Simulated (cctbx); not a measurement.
**Occupancies in NaCrGe2S6**

Cell a = 11.8200 Å, b = 10.7940 Å, c = 6.6560 Å, α = 90.00°, β = 105.55°, γ = 90.00°; space group C2/c (no. 15); nominal formula NaCrGe2S6.

The data are simulated with cctbx, not measured: Cu Kα, λ = 1.54184 Å, to d = 0.8 Å, 95 % of the full sphere, strongest reflection 70000 counts, noise from counting, a 3 % proportional error and a noise floor of 8 counts (s.d.); no absorption, and some extinction, which the refinements don't model.

With every site full:

```text
Rint 0.022, 836 unique reflections to 0.80 A
cycle     R1     wR2    GooF  max shift (A)
   1  0.1085  0.2458  11.170   0.00053
   2  0.0127  0.0307   1.394   0.00000
final R1 0.0127 wR2 0.0307 GooF 1.394  parameters 46  data/parameter 18.2
atom        x        y        z      Ueq    occ   su(xyz)  su(Uiso or U11)
Ge1    0.79321  0.39859  0.73150   0.0048  1.000  0.00002  0.0001
Cr1    0.00000  0.08935  0.75000   0.0090  1.000  0.00003  0.0002
S1     0.86039  0.49047  0.51168   0.0096  1.000  0.00005  0.0002
S2     0.85989  0.22630  0.80774   0.0084  1.000  0.00005  0.0002
S3     0.59976  0.42032  0.61959   0.0064  1.000  0.00005  0.0002
Na1    0.00000  0.30708  0.25000   0.0062  1.000  0.00007  0.0003
difference map: max 0.25 min -0.96 rms 0.11
Q1    0.0432  0.3309  0.4992    8    0.26  1.62 A from Na1
Q2    0.1424  0.3954  0.0652    8    0.26  1.14 A from S1
Q3    0.1319  0.1076  0.9052    8    0.26  1.60 A from S3
Q4    0.2082  0.4445  0.0237    8    0.25  0.93 A from S1
Q5    0.0413  0.3474  0.8686    8    0.25  1.97 A from S1
Q6    0.2020  0.2289  0.8435    8    0.25  1.07 A from S2
```

With the occupancies of the suspect sites free, each still typed as its main element:

```text
Rint 0.022, 836 unique reflections to 0.80 A
cycle     R1     wR2    GooF  max shift (A)
   1  0.0581  0.1489   6.772   0.00010
   7  0.0121  0.0279   1.267   0.00001
final R1 0.0121 wR2 0.0278 GooF 1.266  parameters 47  data/parameter 17.8
atom        x        y        z      Ueq    occ   su(xyz)  su(Uiso or U11)
Ge1    0.79321  0.39859  0.73149   0.0050  1.000  0.00002  0.0001
Cr1    0.00000  0.08935  0.75000   0.0091  1.000  0.00003  0.0002
S1     0.86039  0.49048  0.51170   0.0097  1.000  0.00004  0.0002
S2     0.85989  0.22631  0.80776   0.0074  0.976  0.00004  0.0002
S3     0.59976  0.42029  0.61959   0.0066  1.000  0.00004  0.0002
Na1    0.00000  0.30710  0.25000   0.0063  1.000  0.00006  0.0003
su of occupancy S2: 0.002
difference map: max 0.25 min -1.02 rms 0.11
Q1    0.0401  0.3468  0.8688    8    0.26  1.98 A from S1
Q2    0.1429  0.3968  0.0659    8    0.26  1.13 A from S1
Q3    0.0436  0.3301  0.5016    8    0.25  1.63 A from Na1
Q4    0.2102  0.4461  0.0214    8    0.25  0.94 A from S1
Q5    0.0049  0.2613  0.6301    8    0.25  1.59 A from S2
Q6    0.2132  0.2320  0.5334    8    0.24  1.54 A from S2
```

**Question.** What is the disorder?

X-rays count electrons. S2 refines to 0.976(0.002), or 15.6 electrons; the site truly holds 0.97 S, 15.5 electrons, which is 0.970 of S. A value under 1 can't tell vacancies from a lighter guest, and one over 1 needs a heavier guest; chemistry or a second radiation must settle which. Occupancy correlates with U and the scale, so the match is approximate.

Freeing them takes R1 from 0.0127 to 0.0121 and GooF from 1.39 to 1.27.

The model was made for the exercise: a known structure type with other elements put in, its volume estimated, not relaxed; displacement parameters are assumed.

[Middle refinement cycles are left out of these outputs.]

[Logs are printed without paths, hosts, clocks, repeated set-up lines and the standing remarks that a program may print on its own settings, such as how far it seeks lower states.]
